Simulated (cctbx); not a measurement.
## What is wrong with this refinement?

Cell a = 8.0030 Å, b = 8.0030 Å, c = 11.3020 Å, α = 90.00°, β = 90.00°, γ = 90.00°; space group P4/mbm (no. 127). The compound is K2ScMnI6.

The data are simulated with cctbx, not measured: Mo Kα, λ = 0.71073 Å, to d = 0.77 Å, 50 % of the full sphere, strongest reflection 70000 counts, noise from counting, a 2 % proportional error and a noise floor of 15 counts (s.d.); no absorption, and some extinction, which the refinements don't model.

An anisotropic refinement with weights 1/σ² prints:

```text
Rint 0.023, 479 unique reflections to 0.77 A
cycle     R1     wR2    GooF  max shift (A)
   1  0.0199  0.0401   2.012   0.00042
   2  0.0163  0.0313   1.570   0.00000
final R1 0.0163 wR2 0.0313 GooF 1.570  parameters 19  data/parameter 25.2
atom        x        y        z      Ueq    occ   su(xyz)  su(Uiso or U11)
I1     0.50000  0.50000  0.74446   0.0074  1.000  0.00003  0.0001
I2     0.75172  0.74828  0.00000   0.0061  1.000  0.00002  0.0001
I3     0.72518  0.22518  0.50000   0.0072  1.000  0.00003  0.0001
Mn1    0.50000  0.50000  0.00000   0.0102  1.000  0.00000  0.0003
K1     0.00000  0.00000  0.50000   0.0045  1.000  0.00000  0.0004
K2     0.50000  0.00000  0.24789   0.0107  1.000  0.00011  0.0003
difference map: max 1.36 min -1.55 rms 0.22
Q1    0.0000  0.0000  0.5000    2    1.36  0.00 A from K1
Q2    0.0905  0.4095  0.0000    4    0.71  1.79 A from I2
Q3    0.1513  0.1820  0.3900   16    0.54  1.56 A from I3
Q4    0.1417  0.6417  0.0000    4    0.53  1.25 A from I2
Q5    0.1444  0.6444  0.2357    8    0.53  1.64 A from K2
Q6    0.0161  0.1555  0.4232   16    0.51  1.52 A from K1
```

Q: Accept it or mend it, and why?

Mend it. The fault: wrong element: K1 is Sc. Against the right model at the same level, R1 goes from 0.0130 to 0.0163 and GooF from 1.21 to 1.57 and U of K1 shrinks from 0.0087 to 0.0045 Å². K1 has 2 electrons too few and its U shrinks to make up, as expected (near an absorption edge f′ can widen the mismatch well beyond the difference in Z).

The compound is K2ScMnI6. The right model at the same level gives:

```text
Rint 0.023, 479 unique reflections to 0.77 A
cycle     R1     wR2    GooF  max shift (A)
   1  0.0131  0.0243   1.220   0.00031
   2  0.0130  0.0241   1.209   0.00000
final R1 0.0130 wR2 0.0241 GooF 1.209  parameters 19  data/parameter 25.2
atom        x        y        z      Ueq    occ   su(xyz)  su(Uiso or U11)
I1     0.50000  0.50000  0.74445   0.0073  1.000  0.00002  0.0001
I2     0.75172  0.74828  0.00000   0.0060  1.000  0.00002  0.0001
I3     0.72514  0.22514  0.50000   0.0071  1.000  0.00002  0.0001
Mn1    0.50000  0.50000  0.00000   0.0100  1.000  0.00000  0.0002
Sc1    0.00000  0.00000  0.50000   0.0087  1.000  0.00000  0.0003
K1     0.50000  0.00000  0.24787   0.0107  1.000  0.00008  0.0003
difference map: max 0.69 min -1.46 rms 0.20
Q1    0.0917  0.4083  0.0000    4    0.71  1.77 A from I2
Q2    0.1427  0.6427  0.2392    8    0.55  1.62 A from K1
Q3    0.1410  0.6410  0.0000    4    0.50  1.25 A from I2
Q4    0.1338  0.1852  0.2342   16    0.49  1.84 A from I1
Q5    0.1462  0.1771  0.3874   16    0.48  1.62 A from I3
Q6    0.0137  0.7746  0.1804   16    0.47  2.00 A from I1
```

Isotropic U is held between 0.0001 and 1 Å² by the program, and listed peak heights are interpolated, so they can pass the grid's maximum.

This is a model crystal, built by substitution and not relaxed, with assumed displacement parameters.

[Middle refinement cycles are left out of these outputs.]

[Logs are printed without paths, hosts, clocks, repeated set-up lines and the standing remarks that a program may print on its own settings, such as how far it seeks lower states.]
